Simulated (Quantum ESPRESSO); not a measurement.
# BN (Qingsongite, F-43m): the N K absorption edge, part 2 of 3

Aim: the near-edge shape at the N K edge of BN (Qingsongite, F-43m), and what the core hole does to it.

Quantum ESPRESSO 7.5; X-ray absorption near-edge structure, plane-wave PAW LDA, one-electron final states by a Lanczos continued fraction.

So far. Step 2 (The field without a hole): The mesh shows a gap of 4.45 eV, so the hole is first treated in a charged cell, without the excited electron. Step 3 (Spectrum without a core hole, N atom 1): Main maxima below 24 eV (height): 5.1 eV (0.96), 8.7 eV (1.89), 10.3 eV (2.70), 11.9 eV (1.60), 15.0 eV (2.17) and 22.1 eV (0.85). A K edge sees empty p states; a tetrahedral site has σ* states alone, so there is no π* peak.

**6. The atom with a core hole**

Level of this step: all-electron atom with a core hole and its PAW potential, LDA, scalar-relativistic (Quantum ESPRESSO).

The frozen core must hold the hole, so the absorber gets a data set of its own.

Contents of N.lda-n-kjpaw-1sch.ld1.in:

```
&input
   title='N', zed=7., rel=1, iswitch=3, dft='PZ',
   config='1s1 2s2 2p4'
/
&inputp
   file_pseudopw='N.lda-n-kjpaw-1sch.UPF', author='',
   lpaw=.true.,
   pseudotype=3,
   lloc=-1,
   rcloc=1.2,
   which_augfun='PSQ',
   rmatch_augfun_nc=.true.,
   nlcc=.true.,
   new_core_ps=.true.,
   rcore=0.7,
   tm=.true.,
   zval=6,
   lgipaw_reconstruction=.true., use_paw_as_gipaw=.true.
/
4
2S  1  0  2.00  0.00  1.00  1.30  0.0
2S  1  0  0.00  2.00  1.00  1.30  0.0
2P  2  1  4.00  0.00  0.90  1.35  0.0
2P  2  1  0.00  0.05  0.90  1.35  0.0
```

Launch:

```console
> ld1.x < N.lda-n-kjpaw-1sch.ld1.in > N.lda-n-kjpaw-1sch.ld1.out
```

Log:

```text
     [... banner and references ...]
PAW data will be used for GIPAW calculation
     --------------------------- All-electron run ----------------------------

     N
     scalar relativistic calculation

     atomic number is  7.00
     dft =PZ   lsd =0 sic =0 latt =0  beta=0.20 tr2=1.0E-14
     Exchange-correlation= PZ
                           (   1   1   0   0   0   0   0)
     mesh =1085 r(mesh) =  99.89202 a.u. xmin = -7.00 dx = 0.01250
     1 Ry =  13.60569312 eV, c = 137.03599908

     n l     nl                  e(Ry)          e(Ha)          e(eV)
     1 0     1S 1( 1.00)       -31.8956       -15.9478      -433.9621
     2 0     2S 1( 2.00)        -1.5336        -0.7668       -20.8657
     2 1     2P 1( 4.00)        -0.7138        -0.3569        -9.7113

     final scf error:  8.4E-15 reached in  29 iterations

     Etot =     -78.736597 Ry,     -39.368299 Ha,   -1071.265979 eV

     Ekin =      78.255213 Ry,      39.127607 Ha,    1064.716416 eV
     Encl =    -191.187980 Ry,     -95.593990 Ha,   -2601.244983 eV
     Eh   =      44.001144 Ry,      22.000572 Ha,     598.666061 eV
     Exc  =      -9.804974 Ry,      -4.902487 Ha,    -133.403472 eV

     normalization and overlap integrals

     s(1S/1S) =  1.000000  <r> =   0.2216  <r2> =    0.0661  r(max) =   0.1447
     s(1S/2S) = -0.000183
     s(2S/2S) =  1.000000  <r> =   1.2273  <r2> =    1.8348  r(max) =   0.9315
     s(2P/2P) =  1.000000  <r> =   1.2535  <r2> =    2.0803  r(max) =   0.8119

     ------------------------ End of All-electron run ------------------------

     --------------------- Generating PAW atomic setup --------------------

      Generating local potential from pseudized AE potential:
      Matching radius rcloc =   1.2000

[...]
(   1   1   0   0   0   0   0)
     mesh =1085 r(mesh) =  99.89202 a.u. xmin = -7.00 dx = 0.01250
     1 Ry =  13.60569312 eV, c = 137.03599908

     n l     nl                  e(Ry)          e(Ha)          e(eV)
[...]
final scf error:  8.4E-15 reached in  29 iterations

     Etot =     -78.736597 Ry,     -39.368299 Ha,   -1071.265979 eV

     Ekin =      78.255213 Ry,      39.127607 Ha,    1064.716416 eV
     Encl =    -191.187980 Ry,     -95.593990 Ha,   -2601.244983 eV
     Eh   =      44.001144 Ry,      22.000572 Ha,     598.666061 eV
     Exc  =      -9.804974 Ry,      -4.902487 Ha,    -133.403472 eV

     normalization and overlap integrals

     s(1S/1S) =  1.000000  <r> =   0.2216  <r2> =    0.0661  r(max) =   0.1447
     s(1S/2S) = -0.000183
     s(2S/2S) =  1.000000  <r> =   1.2273  <r2> =    1.8348  r(max) =   0.9315
     s(2P/2P) =  1.000000  <r> =   1.2535  <r2> =    2.0803  r(max) =   0.8119

     ------------------------ End of All-electron run ------------------------

     ---------------------- Testing the pseudopotential ----------------------

     N
     scalar relativistic calculation

     atomic number is  7.00   valence charge is  6.00
     dft = SLA  PZ   NOGX NOGC   lsd =0 sic =0 latt =0  beta=0.20 tr2=1.0E-14
     mesh =1085 r(mesh) =  99.89202 xmin = -7.00 dx = 0.01250

     n l     nl             e AE (Ry)        e PS (Ry)    De AE-PS (Ry)
     1 0     2S   1( 2.00)       -1.53360       -1.53361        0.00001
     2 1     2P   1( 4.00)       -0.71377       -0.71377        0.00001

     eps = 2.1E-17  iter =  4

     Etot =     -78.736597 Ry,     -39.368299 Ha,   -1071.265979 eV
     Etotps =   -33.992339 Ry,     -16.996170 Ha,    -462.489336 eV

     Ekin =      31.584090 Ry,      15.792045 Ha,     429.723436 eV
     Encl =     -82.557208 Ry,     -41.278604 Ha,   -1123.248041 eV
     Ehrt =      26.785749 Ry,      13.392875 Ha,     364.438688 eV
     Ecxc =      -9.804970 Ry,      -4.902485 Ha,    -133.403420 eV
     (Ecc =      -0.141364 Ry,      -0.070682 Ha,      -1.923351 eV)

     ---------------------- End of pseudopotential test ----------------------
```

The job ended after 0.6 s (1 MPI rank of Arm Neoverse V2, shared host; peak memory 0.12 GiB).

Removing the core electron and adding it to the valence shell costs the free atom 399.6 eV.

**7. Supercell with FCH, N atom 1**

The holes are 5.1 Å apart. The excited electron is left out and a uniform background balances the charge.

Contents of scf.in:

```
&control
   calculation='scf', prefix='x', pseudo_dir='../pp', outdir='tmp', tprnfor=.true.
/
&system
   ibrav=0, nat=16, ntyp=3, nbnd=36
   ecutwfc=46, ecutrho=370
   occupations='fixed'
   tot_charge=1
/
&electrons
   conv_thr=1.6e-07, electron_maxstep=120
   mixing_beta=0.5
/
ATOMIC_SPECIES
Nh 1.0 N.lda-n-kjpaw-1sch.UPF
N 1.0 N.lda-n-kjpaw.UPF
B 1.0 B.lda-n-kjpaw.UPF
CELL_PARAMETERS angstrom
  0.00000000 3.61500000 3.61500000
  3.61500000 0.00000000 3.61500000
  3.61500000 3.61500000 0.00000000
ATOMIC_POSITIONS crystal
Nh   0.37500000 0.37500000 0.37500000
N    0.37500000 0.37500000 0.87500000
N    0.37500000 0.87500000 0.37500000
N    0.87500000 0.37500000 0.37500000
N    0.37500000 0.87500000 0.87500000
N    0.87500000 0.37500000 0.87500000
N    0.87500000 0.87500000 0.37500000
N    0.87500000 0.87500000 0.87500000
B    0.00000000 0.00000000 0.00000000
B    0.00000000 0.00000000 0.50000000
B    0.00000000 0.50000000 0.00000000
B    0.50000000 0.00000000 0.00000000
B    0.00000000 0.50000000 0.50000000
B    0.50000000 0.00000000 0.50000000
B    0.50000000 0.50000000 0.00000000
B    0.50000000 0.50000000 0.50000000
K_POINTS automatic
4 4 4 0 0 0
```

Launch:

```console
> OMP_NUM_THREADS=1 mpirun --oversubscribe --bind-to none -np 8 pw.x -nk 8 -in scf.in > scf.out
```

Log:

```text
     [... banner and references ...]
[banner, memory and clock lines left out]
using ibrav=0 with symmetry is DISCOURAGED, use correct ibrav instead

     G-vector sticks info

     bravais-lattice index     =            0
     lattice parameter (alat)  =       9.6610  a.u.
     unit-cell volume          =     637.6047 (a.u.)^3
     number of atoms/cell      =           16
     number of atomic types    =            3
     number of electrons       =        64.00
     number of Kohn-Sham states=           36
     kinetic-energy cutoff     =      46.0000  Ry
     charge density cutoff     =     370.0000  Ry
     scf convergence threshold =      1.6E-07
     mixing beta               =       0.5000
     number of iterations used =            8  plain     mixing
     Exchange-correlation= SLA  PZ   NOGX NOGC
                           (   1   1   0   0   0   0   0)

     celldm(1)=   9.661002  celldm(2)=   0.000000  celldm(3)=   0.000000
     celldm(4)=   0.000000  celldm(5)=   0.000000  celldm(6)=   0.000000

     crystal axes: (cart. coord. in units of alat)
               a(1) = (   0.000000   0.707107   0.707107 )
               a(2) = (   0.707107   0.000000   0.707107 )
               a(3) = (   0.707107   0.707107   0.000000 )

     reciprocal axes: (cart. coord. in units 2 pi/alat)
               b(1) = ( -0.707107  0.707107  0.707107 )
               b(2) = (  0.707107 -0.707107  0.707107 )
               b(3) = (  0.707107  0.707107 -0.707107 )

     ../pp/N.lda-n-kjpaw-1sch.UPF
     Pseudo is Projector augmented-wave + core cor, Zval =  6.0
     Shape of augmentation charge: PSQ
     Using radial grid of 1085 points,  4 beta functions with:
                l(1) =   0
[...]
Davidson diagonalization with overlap
     ethr =  6.77E-10,  avg # of iterations =  6.0

     total energy              =    -316.89301216 Ry
     estimated scf accuracy    <       0.00000028 Ry

     iteration # 12     ecut=    46.00 Ry     beta= 0.50
     Davidson diagonalization with overlap
     ethr =  4.40E-10,  avg # of iterations =  1.9

     End of self-consistent calculation

          k = 0.0000 0.0000 0.0000 (  3383 PWs)   bands (ev):

   -10.3258  -7.3252  -4.7137  -4.7137  -4.7137  -3.4025  -3.3500  -3.3500
    -0.6909  -0.6909  -0.6909   0.4552   1.8958   1.8958   1.8958   4.7580
     4.7580   4.7580   6.0953   6.0953   6.0953   8.0838   8.0838   8.0838
     9.1047   9.1047   9.1047   9.1486   9.1486  10.9049  10.9049  10.9049
    14.8575  15.3394  15.3394  19.2588

     [... bands of 7 further k-points ...]

     highest occupied, lowest unoccupied level (ev):    10.9049   14.8575

!    total energy              =    -316.89301206 Ry
     total all-electron energy =     -1237.244160 Ry
     estimated scf accuracy    <       0.00000012 Ry

     The total energy is the sum of the following terms:
     one-electron contribution =      32.45050069 Ry
     hartree contribution      =      32.07256326 Ry
     xc contribution           =     -71.20345628 Ry
     ewald contribution        =    -218.47769662 Ry
     one-center paw contrib.   =     -91.73492312 Ry

     convergence has been achieved in  12 iterations

     Forces acting on atoms (cartesian axes, Ry/au):

     atom    1 type  1   force =     0.00000000   -0.00000000    0.00000000
     atom    2 type  2   force =     0.00000000   -0.00000000   -0.00934687
     atom    3 type  2   force =     0.00000000   -0.00934687   -0.00000000
[...]
atom   15 type  3   force =    -0.06435782   -0.06435782    0.06435782
     atom   16 type  3   force =     0.06435782    0.06435782    0.06435782

     Total force =     0.227752     Total SCF correction =     0.000269

     XML data file, charge density, pseudopotentials, collected wavefunctions
```

Run time: 5.9 s. Hardware: 8 MPI ranks; peak memory 0.1 GiB.

Energy with the hole: -16833.564 eV, cores included.

**8. Spectrum with FCH, N atom 1**

The Lanczos recursion gives the spectrum without computing empty bands; each polarisation needs a run of its own on the full k mesh. xe0 is set between filled and empty states, and states below it are cut. The file of filecore holds the core orbital, taken from the hole-free data set.

Contents of xspectra.in:

```
&input_xspectra
   calculation='xanes_dipole', edge='K'
   prefix='x', outdir='tmp', xiabs=1, xe0=12.8812
   xonly_plot=.false., x_save_file='xanes.sav'
   xniter=3000, xcheck_conv=20, xerror=0.005
   xcoordcrys=.false., xepsilon(1)=1, xepsilon(2)=0, xepsilon(3)=0
/
&plot
   xnepoint=413, xemin=-10, xemax=45, terminator=.true., cut_occ_states=.true.
   xgamma=0.4
/
&pseudos
   filecore='../N.wfc'
/
&cut_occ
   cut_desmooth=0.1, cut_stepl=0.05, cut_stepu=0.05, cut_ierror=1e-5
/
6 6 6 0 0 0
```

Launch:

```console
> OMP_NUM_THREADS=1 mpirun --oversubscribe --bind-to none -np 8 xspectra.x -nk 8 -in xspectra.in > xspectra.out
```

Log:

```text
     [... banner and references ...]
Reading input_file

     calculation: xanes_dipole

     xepsilon  [cartesian coordinates]:   1.000000   0.000000   0.000000

     xonly_plot: FALSE
        => complete calculation: Lanczos + spectrum plot

     filecore (core-wavefunction file): ../N.wfc

     main plot parameters:
        cut_occ_states: TRUE
        gamma_mode:  constant
        -> using xgamma [eV]:  0.40
        xemin [eV]: -10.00
        xemax [eV]:  45.00
        xnepoint:  413
        xe0 [eV]:  12.881200 (energy zero read in input file)

     WARNING: variable ef_r is obsolete

                      Reading SCF save directory: x.save

     tmp/x.save/

     Exchange-correlation= PZ
                           (   1   1   0   0   0   0   0)

     G-vector sticks info

                           Getting the Fermi energy

     From SCF save directory:
        ehomo [eV]:   10.9049 (highest occupied level)
        elumo [eV]:   14.8575 (lowest occupied level)
        ef    [eV]:   10.9049

     -> ef (in eV) will be written in x_save_file

                           Energy zero of the spectrum

     -> ef will NOT be used as energy zero of the spectrum
       (because xe0 read in input file)

     G-vector sticks info

     bravais-lattice index     =            0
     lattice parameter (alat)  =       9.6610  a.u.
     unit-cell volume          =     637.6047 (a.u.)^3
     number of atoms/cell      =           16
     number of atomic types    =            3
     number of electrons       =        64.00
     number of Kohn-Sham states=           36
     kinetic-energy cutoff     =      46.0000  Ry
     charge density cutoff     =     370.0000  Ry
     Exchange-correlation= PZ
                           (   1   1   0   0   0   0   0)

     celldm(1)=   9.661002  celldm(2)=   0.000000  celldm(3)=   0.000000
     celldm(4)=   0.000000  celldm(5)=   0.000000  celldm(6)=   0.000000

     crystal axes: (cart. coord. in units of alat)
               a(1) = (   0.000000   0.707107   0.707107 )
               a(2) = (   0.707107   0.000000   0.707107 )
               a(3) = (   0.707107   0.707107   0.000000 )

     reciprocal axes: (cart. coord. in units 2 pi/alat)
               b(1) = ( -0.707107  0.707107  0.707107 )
               b(2) = (  0.707107 -0.707107  0.707107 )
               b(3) = (  0.707107  0.707107 -0.707107 )

     ../pp/N.lda-n-kjpaw-1sch.UPF
     Pseudo is Projector augmented-wave + core cor, Zval =  6.0
     Shape of augmentation charge: PSQ
     Using radial grid of 1085 points,  4 beta functions with:
                l(1) =   0
                l(2) =   0
                l(3) =   1
                l(4) =   1
     Q(r) pseudized with 0 coefficients

     ../pp/N.lda-n-kjpaw.UPF
     Pseudo is Projector augmented-wave + core cor, Zval =  5.0
     Shape of augmentation charge: PSQ
     Using radial grid of 1085 points,  4 beta functions with:
                l(1) =   0
[...]
Q(r) pseudized with 0 coefficients

     ../pp/B.lda-n-kjpaw.UPF
     Pseudo is Projector augmented-wave + core cor, Zval =  3.0
     Shape of augmentation charge: PSQ
     Using radial grid of 1059 points,  4 beta functions with:
[...]
l(2) =   0
                l(3) =   1
                l(4) =   1
     Q(r) pseudized with 0 coefficients

     atomic species   valence    mass     pseudopotential
     Nh                6.00     1.00000     N ( 1.00)
     N                 5.00     1.00000     N ( 1.00)
     B                 3.00     1.00000     B ( 1.00)

     24 Sym. Ops. (no inversion) found

   Cartesian axes

     site n.     atom                  positions (alat units)
         1        Nh     tau(   1) = (   0.5303301   0.5303301   0.5303301  )
         2        N      tau(   2) = (   0.8838835   0.8838835   0.5303301  )
         3        N      tau(   3) = (   0.8838835   0.5303301   0.8838835  )
         4        N      tau(   4) = (   0.5303301   0.8838835   0.8838835  )
[...]
12        B      tau(  12) = (   0.0000000   0.3535534   0.3535534  )
        13        B      tau(  13) = (   0.7071068   0.3535534   0.3535534  )
        14        B      tau(  14) = (   0.3535534   0.7071068   0.3535534  )
        15        B      tau(  15) = (   0.3535534   0.3535534   0.7071068  )
        16        B      tau(  16) = (   0.7071068   0.7071068   0.7071068  )

     number of k points=   216

     Number of k-points >= 100: set verbosity='high' to print them.

     Dense  grid:    76753 G-vectors     FFT dimensions: (  60,  60,  60)

     Smooth grid:    26813 G-vectors     FFT dimensions: (  48,  48,  48)

     The potential is recalculated from file :
     tmp/x.save/charge-density

     Starting wfcs are   64 atomic wfcs
     Checking if some PAW data can be deallocated...

               Reading core wavefunction file for the absorbing atom

     ../N.wfc successfully read

                              Attributing the PAW radii
                     for the absorbing atom [units: Bohr radius]

        PAW proj 1: r_paw(l= 0)= 1.95  (1.5*r_cut)
        PAW proj 2: r_paw(l= 0)= 1.95  (1.5*r_cut)
        PAW proj 3: r_paw(l= 1)= 2.03  (1.5*r_cut)
        PAW proj 4: r_paw(l= 1)= 2.03  (1.5*r_cut)

        NB: The calculation will not necessary use all these r_paw values.
            - For a edge in the electric-dipole approximation,
              only the r_paw(l=1) values are used.
            - For a K edge in the electric-quadrupole approximation,
              only the r_paw(l=2) values are used.

            - For a L2 or L3 edge in the electric-quadrupole approximation,

              all projectors (s, p and d) are used.

                          Starting XANES calculation
                     in the electric dipole approximation

     Method of calculation based on the Lanczos recursion algorithm
        - STEP 1: Construction of a kpoint-dependent Lanczos basis,
          in which the Hamiltonian is tridiagonal (each 'iter'
          corresponds to the calculation of one more Lanczos vector)
        - STEP 2: Calculation of the cross-section as a continued fraction
          averaged over the k-points.

     ... Begin STEP 1 ...

        Radial transition matrix element(s) used in the calculation of the
        initial vector of the Lanczos basis (|tilde{phi}_abs> normalized)
        | For PAW proj. (l=1) #1: radial matrix element =   0.185967535
        | For PAW proj. (l=1) #2: radial matrix element =   0.225510362

NB: the    27 k-point are not all listed below because npool=  8
        |-------------------------------------------------------------
        ! k-point #     1:  ( 0.0000,  0.0000,  0.0000),  0.0093,   1
        |-------------------------------------------------------------
 okvan= T
        |   Norm of the initial Lanczos vector: 0.14955349E+00
        |   Estimated error at iter     20:   1.00682797
        |   Estimated error at iter     40:   0.27440965
        |   Estimated error at iter     60:   0.40140106
        |   Estimated error at iter     80:   0.19291667
        |   Estimated error at iter    100:   0.06447137
[...]
!   => CONVERGED at iter    140 with error=  0.00067747
        |-------------------------------------------------------------
        ! k-point #     2:  ( 0.1179,  0.1179, -0.1179),  0.0093,   1
        |-------------------------------------------------------------
 okvan= T
        |   Norm of the initial Lanczos vector: 0.14955359E+00
[...]
!   => CONVERGED at iter    300 with error=  0.00287482
        |-------------------------------------------------------------
     [... 24 further k-points ...]
        ! k-point #    27:  ( 0.7071, -0.2357,  0.2357),  0.0093,   1
        |-------------------------------------------------------------
 okvan= T
        |   Norm of the initial Lanczos vector: 0.14955414E+00
[...]
|   Estimated error at iter    260:   0.01406712
        |   Estimated error at iter    280:   0.00541554
        |   Estimated error at iter    300:   0.00577243
        !   => CONVERGED at iter    320 with error=  0.00380205

     Results of STEP 1 successfully written in x_save_file
     x_save_file name:
     ->  xanes.sav
     x_save_file version:  2

     ... End STEP 1 ...

     ... Begin STEP 2 ...

     The spectrum is calculated using the following parameters:
        xe0 [eV]:   12.8812
        the occupied states are elimintate from the spectrum
        xemin [eV]: -10.00
        xemax [eV]:  45.00
        xnepoint:  413
        constant broadening parameter [eV]:    0.400
        Core level energy [eV]:  -409.9
         (from electron binding energy of neutral atoms in X-ray data booklet)

     Cross-section successfully written in xanes.dat

     ... End STEP 2 ...

                                END JOB XSpectra
```

The job ended after 35 s (8 MPI ranks; peak memory 0.09 GiB).

The N K spectrum, N atom 1, full core hole (charged cell) (energy from the lowest empty level; intensity scaled to a mean of 1 over the first 20 eV; the points at xe0, where the cut of filled states can leave a spike, are interpolated):

| E (eV) | intensity |
| --- | --- |
| -2.00 | 0.04 |
| -1.25 | 0.05 |
| -0.50 | 0.07 |
| 0.25 | 0.10 |
| 1.00 | 0.19 |
| 1.75 | 0.35 |
| 2.50 | 0.69 |
| 3.25 | 1.24 |
| 4.00 | 1.92 |
| 4.75 | 2.33 |
| 5.50 | 2.38 |
| 6.25 | 2.04 |
| 7.00 | 2.27 |
| 7.75 | 1.85 |
| 8.50 | 1.56 |
| 9.25 | 1.40 |
| 10.00 | 1.82 |
| 10.75 | 1.10 |
| 11.50 | 0.61 |
| 12.25 | 0.56 |
| 13.00 | 0.55 |
| 13.75 | 0.69 |
| 14.50 | 1.06 |
| 15.25 | 0.84 |
| 16.00 | 0.47 |
| 16.75 | 0.22 |
| 17.50 | 0.15 |
| 18.25 | 0.15 |
| 19.00 | 0.11 |
| 19.75 | 0.12 |
| 20.50 | 0.22 |
| 21.25 | 0.56 |
| 22.00 | 0.47 |
| 22.75 | 0.42 |
| 23.50 | 0.29 |
| 24.25 | 0.30 |
| 25.00 | 0.22 |
| 25.75 | 0.19 |
| 26.50 | 0.16 |
| 27.25 | 0.12 |
| 28.00 | 0.14 |
| 28.75 | 0.16 |
| 29.50 | 0.22 |
| 30.25 | 0.22 |
| 31.00 | 0.16 |
| 31.75 | 0.13 |

Main maxima below 24 eV (height): 5.0 eV (2.50), 6.8 eV (2.39), 10.2 eV (1.94), 14.5 eV (1.08) and 21.4 eV (0.58). 

The hole costs E(hole) − E(ground) = 389.10 eV, and the lowest empty level of the hole cell lies at 14.86 eV, which puts the zero at 403.95 eV. One term is added: -7.76 eV, since the hole is spin-paired here and a spin-polarised one costs that much less in the free atom (computed apart). The photon energy is then 396.19 eV. The functional and the charged cell's background leave an error in such absolute values: in the free atom LDA prices this hole 3.5 eV below PBE (computed apart), and PBE is itself good to a few eV.

(Continued in part 3 of 3.)

[Banner, clock and machine lines of the logs are left out without a mark of their own.]

[Logs are printed without paths, hosts, clocks, repeated set-up lines and the standing remarks that a program may print on its own settings, such as how far it seeks lower states.]

[Hosts, paths, dates, database ids (printed as entryN), source tags and the programs' standing remarks are cut or masked in the printed files.]

[Lists of maxima count a maximum above −3 eV only where it reaches 4 % of the highest in the window and stands out from its surroundings by 2 % of it (1.5 % where it reaches 55 %); shoulders and weaker maxima are passed over, and of the rest the first, up to two pre-edge ones and the few strongest are named.]
